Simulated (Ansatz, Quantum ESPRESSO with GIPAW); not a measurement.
# C_Q, η_Q and the second-order shift of 67Zn in ZnHOF

A plane-wave PAW calculation (PBE, Ansatz) gives this electric field gradient, in 10²¹ V/m² and Cartesian axes, at one Zn site of ZnHOF (atom 1; ZnF3O3; site symmetry m):

```
      1.2399        0.0000        0.1105
      0.0000       -2.4700        0.0000
      0.1105        0.0000        1.2300
```

67Zn has spin 5/2, Q = 0.122 barn and |γ|/2π = 2.6694 MHz/T. The cell is the Pnma form of a database entry, atoms relaxed, static and at 0 K. 

**Task.** Find C_Q, η_Q and ν_Q, and the shift and width of the central transition under fast MAS at 11.7 T and 14.1 T.

1. The tensor is symmetric and traceless. Its eigenvalues, ordered by size, are V_xx = 1.1243, V_yy = 1.3456 and V_zz = -2.4700.

2. η_Q = (V_xx − V_yy)/V_zz = 0.090.

3. C_Q = eQV_zz/h. One unit of 10²¹ V/m² with one barn gives 24.18 MHz, so C_Q = 24.18 × 0.122 × −2.4700 = -7.286 MHz. A spectrum shows its size, not its sign.

4. ν_Q = 3C_Q/[2I(2I−1)] = 1.093 MHz in size, and P_Q = |C_Q|√(1 + η²/3) = 7.296 MHz.

5. The resonances lie at ν0 = 31.23 and 37.64 MHz, so ν_Q/ν0 is 0.035 at most and second order holds. The centre of gravity moves by δ_Q = −(3/40)(P_Q/ν0)² F × 10⁶ ppm, with F = [I(I+1) − 3/4]/[I²(2I−1)²] = 0.08: -327 ppm at 11.7 T and -225 ppm at 14.1 T.

6. Summing the second-order term over orientations gives a full width of 721 ppm (23 kHz) and 496 ppm (19 kHz). In ppm both fall as 1/B²: (11.7/14.1)² = 0.689. The spinning rate must pass the static width for this shape to show cleanly.

[Banner, clock, file and message-heading lines were taken out of the pw.x and gipaw.x logs.]

[Logs are printed without paths, hosts, clocks, repeated set-up lines and the standing remarks that a program may print on its own settings, such as how far it seeks lower states.]

[Hosts, paths, dates, database ids (printed as entryN), source tags and the programs' standing remarks are cut or masked in the printed files.]
